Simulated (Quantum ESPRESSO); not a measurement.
# Projected density of states of magnetic NbCrP, part 2 of 2

Aim: the densities of states of NbCrP in the lowest state of several starts.

Quantum ESPRESSO 7.5; PBEsol; plane waves with GBRV 1.5 PBEsol potentials, no spin-orbit coupling.

So far, absolute magnetization (μB): step 2 (the magnetic state) 5.90.

## Step 3: Post-processing

Level of this step: PBEsol; plane waves with GBRV 1.5 PBEsol potentials, no spin-orbit coupling, projections on orthogonalised atomic orbitals (Quantum ESPRESSO).

projwfc.in reads:

```
&PROJWFC
  prefix = 'pwscf'
  outdir = './tmp'
  filpdos = 'pdos'
  ngauss = 0
  degauss = 0.01
  DeltaE = 0.05
  Emin = 8.64
  Emax = 22.64
/
```

Started as:

```console
> OMP_NUM_THREADS=1 mpirun -n 4 projwfc.x -nk 4 -in projwfc.in > projwfc.out
```

Log:

```text
[banner, memory and clock lines left out]
Program PROJWFC v.7.5 starts

     [... lines left out ...]
     IMPORTANT: XC functional enforced from input :
     Exchange-correlation= PBESOL
                           (   1   4  10   8   0   0   0)
     Any further DFT definition will be discarded
     Please, verify this is what you really want

     G-vector sticks info

     Check: negative core charge=   -0.000004

     negative rho (up, down):  8.917E-04 5.671E-03

     Gaussian broadening (read from input): ngauss,degauss=   0    0.010000

     Calling projwave ....

  Problem Sizes
  natomwfc =          108
  nbnd     =           90
  nkstot   =           90
  npwx     =         4790
  nkb      =          216

     Atomic states used for projection
     (read from pseudopotential files):

     state #   1: atom   1 (Nb ), wfc  1 (l=0 m= 1)
     state #   2: atom   1 (Nb ), wfc  2 (l=1 m= 1)
     state #   3: atom   1 (Nb ), wfc  2 (l=1 m= 2)
     state #   4: atom   1 (Nb ), wfc  2 (l=1 m= 3)
     state #   5: atom   1 (Nb ), wfc  3 (l=2 m= 1)
     state #   6: atom   1 (Nb ), wfc  3 (l=2 m= 2)
     state #   7: atom   1 (Nb ), wfc  3 (l=2 m= 3)
     state #   8: atom   1 (Nb ), wfc  3 (l=2 m= 4)
     state #   9: atom   1 (Nb ), wfc  3 (l=2 m= 5)
     state #  10: atom   1 (Nb ), wfc  4 (l=0 m= 1)
     state #  11: atom   1 (Nb ), wfc  5 (l=1 m= 1)
     state #  12: atom   1 (Nb ), wfc  5 (l=1 m= 2)
     state #  13: atom   1 (Nb ), wfc  5 (l=1 m= 3)
     state #  14: atom   2 (Nb ), wfc  1 (l=0 m= 1)
     state #  15: atom   2 (Nb ), wfc  2 (l=1 m= 1)
     state #  16: atom   2 (Nb ), wfc  2 (l=1 m= 2)
     state #  17: atom   2 (Nb ), wfc  2 (l=1 m= 3)
     state #  18: atom   2 (Nb ), wfc  3 (l=2 m= 1)
     state #  19: atom   2 (Nb ), wfc  3 (l=2 m= 2)
     state #  20: atom   2 (Nb ), wfc  3 (l=2 m= 3)
     state #  21: atom   2 (Nb ), wfc  3 (l=2 m= 4)
     state #  22: atom   2 (Nb ), wfc  3 (l=2 m= 5)
     state #  23: atom   2 (Nb ), wfc  4 (l=0 m= 1)
     state #  24: atom   2 (Nb ), wfc  5 (l=1 m= 1)
[...]
state #  37: atom   3 (Nb ), wfc  5 (l=1 m= 1)
     state #  38: atom   3 (Nb ), wfc  5 (l=1 m= 2)
     state #  39: atom   3 (Nb ), wfc  5 (l=1 m= 3)
     state #  40: atom   4 (Nb ), wfc  1 (l=0 m= 1)
     state #  41: atom   4 (Nb ), wfc  2 (l=1 m= 1)
     state #  42: atom   4 (Nb ), wfc  2 (l=1 m= 2)
     state #  43: atom   4 (Nb ), wfc  2 (l=1 m= 3)
     state #  44: atom   4 (Nb ), wfc  3 (l=2 m= 1)
     state #  45: atom   4 (Nb ), wfc  3 (l=2 m= 2)
     state #  46: atom   4 (Nb ), wfc  3 (l=2 m= 3)
     state #  47: atom   4 (Nb ), wfc  3 (l=2 m= 4)
     state #  48: atom   4 (Nb ), wfc  3 (l=2 m= 5)
     state #  49: atom   4 (Nb ), wfc  4 (l=0 m= 1)
     state #  50: atom   4 (Nb ), wfc  5 (l=1 m= 1)
     state #  51: atom   4 (Nb ), wfc  5 (l=1 m= 2)
     state #  52: atom   4 (Nb ), wfc  5 (l=1 m= 3)
     state #  53: atom   5 (Cr ), wfc  1 (l=0 m= 1)
     state #  54: atom   5 (Cr ), wfc  2 (l=1 m= 1)
     state #  55: atom   5 (Cr ), wfc  2 (l=1 m= 2)
     state #  56: atom   5 (Cr ), wfc  2 (l=1 m= 3)
     state #  57: atom   5 (Cr ), wfc  3 (l=0 m= 1)
     state #  58: atom   5 (Cr ), wfc  4 (l=2 m= 1)
     state #  59: atom   5 (Cr ), wfc  4 (l=2 m= 2)
     state #  60: atom   5 (Cr ), wfc  4 (l=2 m= 3)
     state #  61: atom   5 (Cr ), wfc  4 (l=2 m= 4)
     state #  62: atom   5 (Cr ), wfc  4 (l=2 m= 5)
     state #  63: atom   6 (Cr ), wfc  1 (l=0 m= 1)
     state #  64: atom   6 (Cr ), wfc  2 (l=1 m= 1)
     state #  65: atom   6 (Cr ), wfc  2 (l=1 m= 2)
     state #  66: atom   6 (Cr ), wfc  2 (l=1 m= 3)
     state #  67: atom   6 (Cr ), wfc  3 (l=0 m= 1)
     state #  68: atom   6 (Cr ), wfc  4 (l=2 m= 1)
     state #  69: atom   6 (Cr ), wfc  4 (l=2 m= 2)
     state #  70: atom   6 (Cr ), wfc  4 (l=2 m= 3)
     state #  71: atom   6 (Cr ), wfc  4 (l=2 m= 4)
     state #  72: atom   6 (Cr ), wfc  4 (l=2 m= 5)
     state #  73: atom   7 (Cr ), wfc  1 (l=0 m= 1)
     state #  74: atom   7 (Cr ), wfc  2 (l=1 m= 1)
     state #  75: atom   7 (Cr ), wfc  2 (l=1 m= 2)
     state #  76: atom   7 (Cr ), wfc  2 (l=1 m= 3)
     state #  77: atom   7 (Cr ), wfc  3 (l=0 m= 1)
     state #  78: atom   7 (Cr ), wfc  4 (l=2 m= 1)
     state #  79: atom   7 (Cr ), wfc  4 (l=2 m= 2)
     state #  80: atom   7 (Cr ), wfc  4 (l=2 m= 3)
     state #  81: atom   7 (Cr ), wfc  4 (l=2 m= 4)
     state #  82: atom   7 (Cr ), wfc  4 (l=2 m= 5)
     state #  83: atom   8 (Cr ), wfc  1 (l=0 m= 1)
     state #  84: atom   8 (Cr ), wfc  2 (l=1 m= 1)
     state #  85: atom   8 (Cr ), wfc  2 (l=1 m= 2)
     state #  86: atom   8 (Cr ), wfc  2 (l=1 m= 3)
     state #  87: atom   8 (Cr ), wfc  3 (l=0 m= 1)
     state #  88: atom   8 (Cr ), wfc  4 (l=2 m= 1)
     state #  89: atom   8 (Cr ), wfc  4 (l=2 m= 2)
     state #  90: atom   8 (Cr ), wfc  4 (l=2 m= 3)
     state #  91: atom   8 (Cr ), wfc  4 (l=2 m= 4)
     state #  92: atom   8 (Cr ), wfc  4 (l=2 m= 5)
     state #  93: atom   9 (P  ), wfc  1 (l=0 m= 1)
     state #  94: atom   9 (P  ), wfc  2 (l=1 m= 1)
     state #  95: atom   9 (P  ), wfc  2 (l=1 m= 2)
     state #  96: atom   9 (P  ), wfc  2 (l=1 m= 3)
     state #  97: atom  10 (P  ), wfc  1 (l=0 m= 1)
     state #  98: atom  10 (P  ), wfc  2 (l=1 m= 1)
     state #  99: atom  10 (P  ), wfc  2 (l=1 m= 2)
     state # 100: atom  10 (P  ), wfc  2 (l=1 m= 3)
     state # 101: atom  11 (P  ), wfc  1 (l=0 m= 1)
     state # 102: atom  11 (P  ), wfc  2 (l=1 m= 1)
     state # 103: atom  11 (P  ), wfc  2 (l=1 m= 2)
     state # 104: atom  11 (P  ), wfc  2 (l=1 m= 3)
     state # 105: atom  12 (P  ), wfc  1 (l=0 m= 1)
     state # 106: atom  12 (P  ), wfc  2 (l=1 m= 1)
     state # 107: atom  12 (P  ), wfc  2 (l=1 m= 2)
     state # 108: atom  12 (P  ), wfc  2 (l=1 m= 3)

 [... projections of the bands left out ...]

Lowdin Charges:

     Atom #   1: total charge =  14.0502, s =  2.3546, p =  7.2453, d =  4.4504,
                 spin up      =   7.0136, s =  1.1761,
                 spin up      =   7.0136, p =  3.6276, pz=  1.2271, px=  1.2069, py=  1.1935,
                 spin up      =   7.0136, d =  2.2099, dz2=  0.4272, dxz=  0.4172, dyz=  0.4965, dx2-y2=  0.3982, dxy=  0.4707,
                 spin down    =   7.0367, s =  1.1785,
                 spin down    =   7.0367, p =  3.6177, pz=  1.2276, px=  1.2026, py=  1.1875,
                 spin down    =   7.0367, d =  2.2405, dz2=  0.4358, dxz=  0.4496, dyz=  0.4820, dx2-y2=  0.4044, dxy=  0.4686,
                 polarization =  -0.0231, s = -0.0024, p =  0.0099, d = -0.0306,
     Atom #   2: total charge =  14.0502, s =  2.3546, p =  7.2453, d =  4.4504,
                 spin up      =   7.0136, s =  1.1761,
                 spin up      =   7.0136, p =  3.6276, pz=  1.2271, px=  1.2069, py=  1.1935,
                 spin up      =   7.0136, d =  2.2099, dz2=  0.4272, dxz=  0.4172, dyz=  0.4965, dx2-y2=  0.3982, dxy=  0.4707,
                 spin down    =   7.0367, s =  1.1785,
                 spin down    =   7.0367, p =  3.6177, pz=  1.2276, px=  1.2026, py=  1.1875,
                 spin down    =   7.0367, d =  2.2405, dz2=  0.4358, dxz=  0.4496, dyz=  0.4820, dx2-y2=  0.4044, dxy=  0.4686,
                 polarization =  -0.0231, s = -0.0024, p =  0.0099, d = -0.0306,
     Atom #   3: total charge =  14.0502, s =  2.3546, p =  7.2453, d =  4.4504,
                 spin up      =   7.0136, s =  1.1761,
                 spin up      =   7.0136, p =  3.6276, pz=  1.2271, px=  1.2069, py=  1.1935,
                 spin up      =   7.0136, d =  2.2099, dz2=  0.4272, dxz=  0.4172, dyz=  0.4965, dx2-y2=  0.3982, dxy=  0.4707,
                 spin down    =   7.0367, s =  1.1785,
                 spin down    =   7.0367, p =  3.6177, pz=  1.2276, px=  1.2026, py=  1.1875,
                 spin down    =   7.0367, d =  2.2405, dz2=  0.4358, dxz=  0.4496, dyz=  0.4820, dx2-y2=  0.4044, dxy=  0.4686,
                 polarization =  -0.0231, s = -0.0024, p =  0.0099, d = -0.0306,
     Atom #   4: total charge =  14.0502, s =  2.3546, p =  7.2453, d =  4.4504,
                 spin up      =   7.0136, s =  1.1761,
                 spin up      =   7.0136, p =  3.6276, pz=  1.2271, px=  1.2069, py=  1.1935,
                 spin up      =   7.0136, d =  2.2099, dz2=  0.4272, dxz=  0.4172, dyz=  0.4965, dx2-y2=  0.3982, dxy=  0.4707,
                 spin down    =   7.0367, s =  1.1785,
                 spin down    =   7.0367, p =  3.6177, pz=  1.2276, px=  1.2026, py=  1.1875,
                 spin down    =   7.0367, d =  2.2405, dz2=  0.4358, dxz=  0.4496, dyz=  0.4820, dx2-y2=  0.4044, dxy=  0.4686,
                 polarization =  -0.0231, s = -0.0024, p =  0.0099, d = -0.0306,
     Atom #   5: total charge =  13.0962, s =  2.3196, p =  5.9885, d =  4.7881,
                 spin up      =   7.2408, s =  1.1655,
                 spin up      =   7.2408, p =  2.9947, pz=  0.9982, px=  0.9983, py=  0.9982,
                 spin up      =   7.2408, d =  3.0806, dz2=  0.6154, dxz=  0.5765, dyz=  0.6036, dx2-y2=  0.6888, dxy=  0.5963,
                 spin down    =   5.8554, s =  1.1541,
                 spin down    =   5.8554, p =  2.9938, pz=  0.9980, px=  0.9981, py=  0.9977,
                 spin down    =   5.8554, d =  1.7075, dz2=  0.3170, dxz=  0.3651, dyz=  0.3786, dx2-y2=  0.2173, dxy=  0.4294,
                 polarization =   1.3854, s =  0.0114, p =  0.0009, d =  1.3732,
     Atom #   6: total charge =  13.0962, s =  2.3196, p =  5.9885, d =  4.7881,
                 spin up      =   7.2408, s =  1.1655,
                 spin up      =   7.2408, p =  2.9947, pz=  0.9982, px=  0.9983, py=  0.9982,
                 spin up      =   7.2408, d =  3.0806, dz2=  0.6154, dxz=  0.5765, dyz=  0.6036, dx2-y2=  0.6888, dxy=  0.5963,
                 spin down    =   5.8554, s =  1.1541,
                 spin down    =   5.8554, p =  2.9938, pz=  0.9980, px=  0.9981, py=  0.9977,
                 spin down    =   5.8554, d =  1.7075, dz2=  0.3170, dxz=  0.3651, dyz=  0.3786, dx2-y2=  0.2173, dxy=  0.4294,
                 polarization =   1.3854, s =  0.0114, p =  0.0009, d =  1.3732,
     Atom #   7: total charge =  13.0962, s =  2.3196, p =  5.9885, d =  4.7881,
                 spin up      =   7.2408, s =  1.1655,
                 spin up      =   7.2408, p =  2.9947, pz=  0.9982, px=  0.9983, py=  0.9982,
                 spin up      =   7.2408, d =  3.0806, dz2=  0.6154, dxz=  0.5765, dyz=  0.6036, dx2-y2=  0.6888, dxy=  0.5963,
                 spin down    =   5.8554, s =  1.1541,
                 spin down    =   5.8554, p =  2.9938, pz
```

Wall time 9 s (4 MPI ranks of Arm Neoverse V1, shared host); peak memory 0.53 GiB.

The density of states has structure finer than the step of the table below, so its rows give means over 0.5 eV, whole bins alone (the curve runs from -9.00 to 5.05 eV). Peaks (eV: height): up -4.60: 8.82, -2.70: 9.86, -1.75: 7.09, -0.40: 9.57; down -4.45: 7.77, -2.40: 7.66, 0.95: 7.57, 2.10: 7.91; Nb1 d up -2.70: 1.09, 1.75: 0.87, 2.35: 0.956, 3.70: 0.538; Nb1 d down -2.40: 1.14, -1.15: 0.572, 1.65: 0.935, 2.15: 0.853; Cr5 d up -4.60: 0.409, -1.75: 1.1, -0.40: 1.74, 1.15: 0.773.

Gaussian broadening of 0.136 eV on the SCF mesh. Table of density of states by energy, zero at the Fermi level; means over each step; 7 of 8 lines; values in states/eV/cell:

```csv
energy (eV),up,down,Nb1 d up,Nb1 d down,Cr5 d up,Cr5 d down,P9 p up
-8.0,0,0,0,0,0,0,0
-7.5,0.00304,1.2e-4,1.6e-4,5.5e-6,2.1e-5,0,3.6e-4
-7.0,0.816,0.304,0.0391,0.0147,0.00993,0.00249,0.0925
-6.5,3.54,3.10,0.169,0.156,0.0693,0.0419,0.399
-6.0,2.96,3.18,0.135,0.152,0.0838,0.0628,0.338
-5.5,2.38,1.97,0.130,0.110,0.0782,0.0463,0.288
-5.0,4.74,3.67,0.270,0.230,0.187,0.0885,0.603
-4.5,7.52,6.92,0.389,0.425,0.359,0.214,0.987
-4.0,1.80,4.24,0.101,0.225,0.0893,0.169,0.222
-3.5,0.285,0.519,0.0200,0.0317,0.0185,0.0215,0.0260
-3.0,3.17,0.464,0.372,0.0583,0.270,0.0189,0.0548
-2.5,8.55,5.60,0.875,0.834,0.878,0.304,0.101
-2.0,6.39,6.15,0.465,0.723,0.897,0.516,0.0583
-1.5,4.34,5.11,0.311,0.458,0.651,0.618,0.0297
-1.0,3.46,5.04,0.278,0.416,0.492,0.683,0.0313
-0.5,7.89,2.63,0.405,0.236,1.40,0.331,0.0491
0.0,5.90,3.84,0.359,0.327,0.989,0.515,0.0397
0.5,2.81,6.41,0.312,0.480,0.335,0.951,0.0195
1.0,5.88,6.74,0.669,0.449,0.681,1.07,0.0490
1.5,5.82,5.94,0.748,0.685,0.555,0.675,0.0806
2.0,5.46,6.90,0.802,0.746,0.389,0.821,0.0966
2.5,4.97,6.47,0.723,0.767,0.283,0.665,0.120
3.0,2.52,3.98,0.256,0.403,0.134,0.368,0.0958
3.5,4.32,2.78,0.420,0.216,0.221,0.221,0.210
4.0,4.69,4.98,0.431,0.397,0.204,0.355,0.295
4.5,2.80,4.58,0.229,0.344,0.0992,0.289,0.198
```

## Step 4: Summary of results

| Item | Value |
| --- | --- |
| state | ferromagnetic |
| largest moment in a sphere | 1.20 μB |

Distinct peaks of the density of states (up) stand at -4.60, -2.70, -1.75, -0.40 and 1.15 eV; the one at -2.70 eV is strongest. These are Kohn–Sham states without spin–orbit coupling, on the mesh of the self-consistent run. Energies are free energies at an electronic temperature of 1160 K, which lowers moments and differences where the moments are itinerant.

[Logs and program files are shortened in this print: banners, set-up blocks, solver, clock and traceback lines can be left out without a mark of their own.]

[Logs are printed without paths, hosts, clocks, repeated set-up lines and the standing remarks that a program may print on its own settings, such as how far it seeks lower states.]

[Hosts, paths, dates, database ids (printed as entryN), source tags and the programs' standing remarks are cut or masked in the printed files.]

[Where a cell is said to come from a database of computed structures, the database is the Materials Project.]
